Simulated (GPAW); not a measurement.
# A Pb chain with one bond drawn out: a series of junctions, part 2 of 3

Wanted: the trend of the zero-bias conductance over a family of junctions, a Pb chain with one bond drawn out.

GPAW 26.7.0; GPAW LCAO, PAW setups; Landauer transmission from Green's functions with principal layers (ASE), zero bias.

So far, conductance (G₀): step 2 (member of the series, stretch 0.2 Å) 2.94; step 3 (stretch 0.5 Å) 2.64; step 4 (stretch 0.8 Å) 2.18; step 5 (stretch 1.2 Å) 1.25. Also open channels of the lead at the Fermi level (one spin): step 3 3; step 5 3.

### Step 6. Junction: stretch = 1.6

The cell differs from the one that the last finished run ended in (c 30.200 → 30.600 Å).

run.py reads:

```python
import json
import numpy as np
from ase import Atoms
from ase.transport.calculators import TransportCalculator
from gpaw import GPAW, FermiDirac
from gpaw.lcao.tools import get_lcao_hamiltonian
from scipy.linalg import eigh

# The junction with lead layers at both ends, along the third cell vector
device = Atoms(
    ['Pb', 'Pb', 'Pb', 'Pb', 'Pb', 'Pb', 'Pb', 'Pb', 'Pb', 'Pb'],
    positions=[
        [4.50000, 4.50000, 1.45000],
        [4.50000, 4.50000, 4.35000],
        [4.50000, 4.50000, 7.25000],
        [4.50000, 4.50000, 10.15000],
        [4.50000, 4.50000, 13.05000],
        [4.50000, 4.50000, 17.55000],
        [4.50000, 4.50000, 20.45000],
        [4.50000, 4.50000, 23.35000],
        [4.50000, 4.50000, 26.25000],
        [4.50000, 4.50000, 29.15000]],
    cell=[[9.0, 0.0, 0.0], [0.0, 9.0, 0.0], [0.0, 0.0, 30.6]],
    pbc=True)

# One principal layer of the lead: the first 3 atoms of the device
lead = Atoms(
    ['Pb', 'Pb', 'Pb'],
    positions=[
        [4.50000, 4.50000, 1.45000],
        [4.50000, 4.50000, 4.35000],
        [4.50000, 4.50000, 7.25000]],
    cell=[[9.0, 0.0, 0.0], [0.0, 9.0, 0.0], [0.0, 0.0, 8.7]],
    pbc=True)

settings = dict(mode='lcao', basis='dzp', xc='PBE', h=0.2,
                occupations=FermiDirac(0.1), maxiter=250,
                mixer=dict(beta=0.1, nmaxold=8, weight=100.0),
                convergence=dict(density=0.0001))
energies = np.arange(-3, 3 + 1e-9, 0.075)
eta = 0.0001
n1, n2 = 1, 1
# k and -k transmit alike, so half of the mesh across the current serves
mesh = [(i, j) for i in range(n1) for j in range(n2) if (i, j) <= (-i % n1, -j % n2)]
weights = np.array([1 if (i, j) == (-i % n1, -j % n2) else 2 for i, j in mesh]) / (n1 * n2)

# [... helper functions left out ...]
fermi_lead = ground_state(lead, (1, 1, 13), 'lead.txt')
fermi_device = ground_state(device, (1, 1, 3), 'device.txt')
# [... loop over the mesh left out, but for ...]
        # Shift the lead onto the potential of the device's first layer
        shift = ((H[:, 0, 0] - H0[:, 0, 0]) / S0[0, 0]).real.mean()
# [...]
kT = 8.617333e-5 * 200
bias = [0.1, 0.2, 0.5, 1.0, 1.5, 2.0]
# [... integrals and printing left out ...]
```

Command:

```sh
> OMP_NUM_THREADS=1 OPENBLAS_NUM_THREADS=1 python run.py
```

Output:

```text
basis functions: device 230, principal layer 69
Fermi level: lead -2.5493 eV, device -2.5625 eV; lead shifted by 0.0557 eV
largest coupling past the next layer 2.76e-08 eV, largest misfit of the first layer 0.089 eV
  E-E_F (eV)   T (one spin)  channels
    -3.000    1.4193e-12    0.0000
    -2.925    1.5343e-12    0.0000
    -2.850    1.8635e-12    0.0000
[...]
2.925    5.0375e-01    1.0000
     3.000    5.0829e-01    1.0000
conductance at 200 K: 0.65867 G0 a cell; thermopower -1.771 uV/K
current from the zero-bias T(E) at 0.1 V: 5.0747 uA
current from the zero-bias T(E) at 0.2 V: 10.06 uA
current from the zero-bias T(E) at 0.5 V: 24.527 uA
current from the zero-bias T(E) at 1.0 V: 44.602 uA
current from the zero-bias T(E) at 1.5 V: 61.362 uA
current from the zero-bias T(E) at 2.0 V: 76.96 uA
```

The job ended after 80 s (1 thread of Arm Neoverse N1, shared host; peak memory 1 GiB).

One spin. Table of transmission, zone mean by energy, zero at the Fermi level:

```
energy (eV)  transmission, zone mean
      -3.00                  1.4e-12
      -2.77                  2.8e-12
      -2.55                  4.7e-11
      -2.40                   1.4e-8
      -2.17                   0.0536
      -1.95                   0.0971
      -1.73                    0.133
      -1.57                    0.156
      -1.35                    0.187
      -1.12                    0.218
      -0.90                    0.247
      -0.75                    0.266
      -0.53                    0.331
      -0.30                    0.507
      -0.07                    0.619
       0.00                    0.668
       0.07                    0.658
       0.30                    0.614
       0.53                    0.574
       0.75                    0.554
       0.90                    0.559
       1.12                    0.563
       1.35                    0.575
       1.57                    0.586
       1.73                    0.590
       1.95                    0.598
       2.17                    0.608
       2.25                    0.610
       2.40                    0.603
       2.55                    0.576
       2.77                    0.519
       3.00                    0.508
```

The conductance, 0.659 G₀, lies 47 % below that of the member before.

### Step 7. Junction: stretch = 2.0

The cell differs from the one that the last finished run ended in (c 30.600 → 31.000 Å).

Edit run.py of step 6 so:

```diff
@@ -17,8 +17,8 @@
         [4.50000, 4.50000, 13.05000],
-        [4.50000, 4.50000, 17.55000],
-        [4.50000, 4.50000, 20.45000],
-        [4.50000, 4.50000, 23.35000],
-        [4.50000, 4.50000, 26.25000],
-        [4.50000, 4.50000, 29.15000]],
-    cell=[[9.0, 0.0, 0.0], [0.0, 9.0, 0.0], [0.0, 0.0, 30.6]],
+        [4.50000, 4.50000, 17.95000],
+        [4.50000, 4.50000, 20.85000],
+        [4.50000, 4.50000, 23.75000],
+        [4.50000, 4.50000, 26.65000],
+        [4.50000, 4.50000, 29.55000]],
+    cell=[[9.0, 0.0, 0.0], [0.0, 9.0, 0.0], [0.0, 0.0, 31.0]],
     pbc=True)
```

Output:

```text
basis functions: device 230, principal layer 69
Fermi level: lead -2.5493 eV, device -2.5714 eV; lead shifted by 0.0588 eV
largest coupling past the next layer 2.76e-08 eV, largest misfit of the first layer 0.094 eV
  E-E_F (eV)   T (one spin)  channels
    -3.000    6.9462e-13    0.0000
    -2.925    7.0972e-13    0.0000
    -2.850    7.8940e-13    0.0000
[...]
2.925    3.7284e-01    1.0000
     3.000    3.7943e-01    1.0000
conductance at 200 K: 0.30762 G0 a cell; thermopower -1.711 uV/K
current from the zero-bias T(E) at 0.1 V: 2.3733 uA
current from the zero-bias T(E) at 0.2 V: 4.7123 uA
current from the zero-bias T(E) at 0.5 V: 11.484 uA
current from the zero-bias T(E) at 1.0 V: 21.11 uA
current from the zero-bias T(E) at 1.5 V: 29.491 uA
current from the zero-bias T(E) at 2.0 V: 37.466 uA
```

It took 70 s on 1 thread; peak memory 1 GiB.

The conductance, 0.308 G₀, lies 53 % below that of the member before.

### Step 8. Member of the series: stretch = 2.6

The cell differs from the one that the last finished run ended in (c 31.000 → 31.600 Å).

Edit run.py of step 7 so:

```diff
@@ -17,8 +17,8 @@
         [4.50000, 4.50000, 13.05000],
-        [4.50000, 4.50000, 17.95000],
-        [4.50000, 4.50000, 20.85000],
-        [4.50000, 4.50000, 23.75000],
-        [4.50000, 4.50000, 26.65000],
-        [4.50000, 4.50000, 29.55000]],
-    cell=[[9.0, 0.0, 0.0], [0.0, 9.0, 0.0], [0.0, 0.0, 31.0]],
+        [4.50000, 4.50000, 18.55000],
+        [4.50000, 4.50000, 21.45000],
+        [4.50000, 4.50000, 24.35000],
+        [4.50000, 4.50000, 27.25000],
+        [4.50000, 4.50000, 30.15000]],
+    cell=[[9.0, 0.0, 0.0], [0.0, 9.0, 0.0], [0.0, 0.0, 31.6]],
     pbc=True)
```

Output:

```text
basis functions: device 230, principal layer 69
Fermi level: lead -2.5493 eV, device -2.5865 eV; lead shifted by 0.0616 eV
largest coupling past the next layer 2.76e-08 eV, largest misfit of the first layer 0.097 eV
  E-E_F (eV)   T (one spin)  channels
    -3.000    1.3368e-13    0.0000
    -2.925    1.2650e-13    0.0000
    -2.850    1.2781e-13    0.0000
[...]
2.925    2.0683e-01    1.0000
     3.000    2.1372e-01    1.0000
conductance at 200 K: 0.0858 G0 a cell; thermopower -2.236 uV/K
current from the zero-bias T(E) at 0.1 V: 0.66275 uA
current from the zero-bias T(E) at 0.2 V: 1.3184 uA
current from the zero-bias T(E) at 0.5 V: 3.2286 uA
current from the zero-bias T(E) at 1.0 V: 6.0627 uA
current from the zero-bias T(E) at 1.5 V: 8.6702 uA
current from the zero-bias T(E) at 2.0 V: 11.254 uA
```

Wall time 70 s (1 thread); peak memory 1 GiB.

The conductance, 0.0858 G₀, lies 72 % below that of the member before.

### Step 9. Junction, box 9 × 9 × 32.2 Å: stretch = 3.2

The cell differs from the one that the last finished run ended in (c 31.600 → 32.200 Å).

Edit run.py of step 8 so:

```diff
@@ -17,8 +17,8 @@
         [4.50000, 4.50000, 13.05000],
-        [4.50000, 4.50000, 18.55000],
-        [4.50000, 4.50000, 21.45000],
-        [4.50000, 4.50000, 24.35000],
-        [4.50000, 4.50000, 27.25000],
-        [4.50000, 4.50000, 30.15000]],
-    cell=[[9.0, 0.0, 0.0], [0.0, 9.0, 0.0], [0.0, 0.0, 31.6]],
+        [4.50000, 4.50000, 19.15000],
+        [4.50000, 4.50000, 22.05000],
+        [4.50000, 4.50000, 24.95000],
+        [4.50000, 4.50000, 27.85000],
+        [4.50000, 4.50000, 30.75000]],
+    cell=[[9.0, 0.0, 0.0], [0.0, 9.0, 0.0], [0.0, 0.0, 32.2]],
     pbc=True)
```

Output:

```text
basis functions: device 230, principal layer 69
Fermi level: lead -2.5493 eV, device -2.6029 eV; lead shifted by 0.0628 eV
largest coupling past the next layer 2.76e-08 eV, largest misfit of the first layer 0.098 eV
  E-E_F (eV)   T (one spin)  channels
    -3.000   -7.2366e-15    0.0000
    -2.925   -1.0753e-14    0.0000
    -2.850   -1.4123e-14    0.0000
[...]
2.925    8.9843e-02    1.0000
     3.000    9.4162e-02    1.0000
conductance at 200 K: 0.021174 G0 a cell; thermopower -2.818 uV/K
current from the zero-bias T(E) at 0.1 V: 0.1637 uA
current from the zero-bias T(E) at 0.2 V: 0.32615 uA
current from the zero-bias T(E) at 0.5 V: 0.80366 uA
current from the zero-bias T(E) at 1.0 V: 1.5404 uA
current from the zero-bias T(E) at 1.5 V: 2.2498 uA
current from the zero-bias T(E) at 2.0 V: 2.9802 uA
```

Run time: 70 s. Hardware: 1 thread; peak memory 1.1 GiB.

One spin. Transmission, zone mean against energy, zero at the Fermi level:

```
energy (eV)  transmission, zone mean
      -3.00                        0
      -2.77                        0
      -2.55                        0
      -2.40                  9.4e-11
      -2.17                   8.4e-4
      -1.95                  0.00174
      -1.73                  0.00267
      -1.57                  0.00335
      -1.35                  0.00450
      -1.12                  0.00584
      -0.90                  0.00742
      -0.75                  0.00861
      -0.53                   0.0111
      -0.30                   0.0155
      -0.07                   0.0200
       0.00                   0.0213
       0.07                   0.0219
       0.30                   0.0235
       0.53                   0.0256
       0.75                   0.0281
       0.90                   0.0309
       1.12                   0.0339
       1.35                   0.0379
       1.57                   0.0425
       1.73                   0.0459
       1.95                   0.0517
       2.17                   0.0586
       2.40                   0.0665
       2.55                   0.0722
       2.77                   0.0821
       3.00                   0.0942
```

The conductance, 0.0212 G₀, lies 75 % below that of the member before.

### Step 10. Comparing the runs

Times are for 1 thread of Arm Neoverse N1, shared host. Results by setting:

```
no.  stretch (Å)  conductance (G₀)  time  memory (GiB)
  1          0.2             2.937  67 s          0.99
  2          0.5             2.635  67 s           1.0
  3          0.8             2.180  68 s             1
  4          1.2             1.254  69 s           1.0
  5          1.6            0.6587  80 s           1.0
  6            2            0.3076  70 s           1.0
  7          2.6           0.08580  70 s           1.0
  8          3.2           0.02117  70 s           1.1
```

The runs together. The transmission, zone mean by energy, zero at the Fermi level:

```
energy (eV)      0.2      0.5      1.2      1.6      2.6      3.2
      -3.00  1.3e-11  7.8e-12  2.8e-12  1.4e-12        0        0
      -2.77  8.8e-11  4.1e-11  7.2e-12  2.8e-12        0        0
      -2.55   2.9e-9   1.1e-9  1.4e-10  4.7e-11  2.7e-12        0
      -2.25    0.931    0.616    0.105   0.0365  0.00266   5.4e-4
      -2.02    0.969    0.783    0.216   0.0837  0.00685  0.00144
      -1.80    0.979    0.840    0.291    0.122   0.0109  0.00235
      -1.57    0.983    0.868    0.348    0.156   0.0151  0.00335
      -1.35    0.985    0.885    0.395    0.187   0.0197  0.00450
      -1.05    0.986    0.900    0.448    0.227   0.0267  0.00634
      -0.82    0.987    0.908    0.482    0.257   0.0328  0.00800
      -0.60     2.52     1.59    0.606    0.317   0.0417   0.0104
      -0.38     2.90     2.35    0.861    0.427   0.0547   0.0136
      -0.15     2.93     2.60     1.24    0.634   0.0791   0.0192
      -0.07     2.96     2.74     1.13    0.619   0.0814   0.0200
       0.00     2.93     2.62     1.28    0.668   0.0864   0.0213
       0.15     2.93     2.59     1.23    0.644   0.0882   0.0224
       0.38     2.92     2.51     1.12    0.599   0.0904   0.0242
       0.60     2.89     2.40     1.03    0.565   0.0939   0.0264
       0.82     2.87     2.31    0.979    0.550   0.0991   0.0289
       1.05     2.86     2.29    0.976    0.559    0.108   0.0327
       1.35     2.86     2.29    0.987    0.575    0.120   0.0379
       1.57     2.86     2.28    0.992    0.586    0.129   0.0425
       1.80     2.84     2.25    0.987    0.592    0.140   0.0477
       2.02     2.82     2.21    0.985    0.602    0.152   0.0539
       2.25     2.81     2.18    0.979    0.610    0.166   0.0611
       2.55     2.75     1.97    0.877    0.576    0.183   0.0722
       2.77     2.24     1.36    0.714    0.519    0.195   0.0821
       3.00    0.986    0.918    0.655    0.508    0.214   0.0942
```

The runs together. The current through one cell, from the zero-bias transmission by bias:

```
bias (V)  0.2 (μA)  0.5 (μA)  1.2 (μA)  1.6 (μA)  2.6 (μA)  3.2 (μA)
   0.100      22.8      20.5      9.63      5.07     0.663     0.164
   0.200      45.5      41.0      19.0      10.1      1.32     0.326
   0.500       114       101      46.9      24.5      3.23     0.804
   1.000       226       194      85.6      44.6      6.06      1.54
   1.500       317       266       116      61.4      8.67      2.25
   2.000       392       329       145      77.0      11.3      2.98
```

(Continued in part 3 of 3.)

[Logs are printed without paths, hosts, clocks, repeated set-up lines and the standing remarks that a program may print on its own settings, such as how far it seeks lower states.]

[Hosts, paths, dates, database ids (printed as entryN), source tags and the programs' standing remarks are cut or masked in the printed files.]
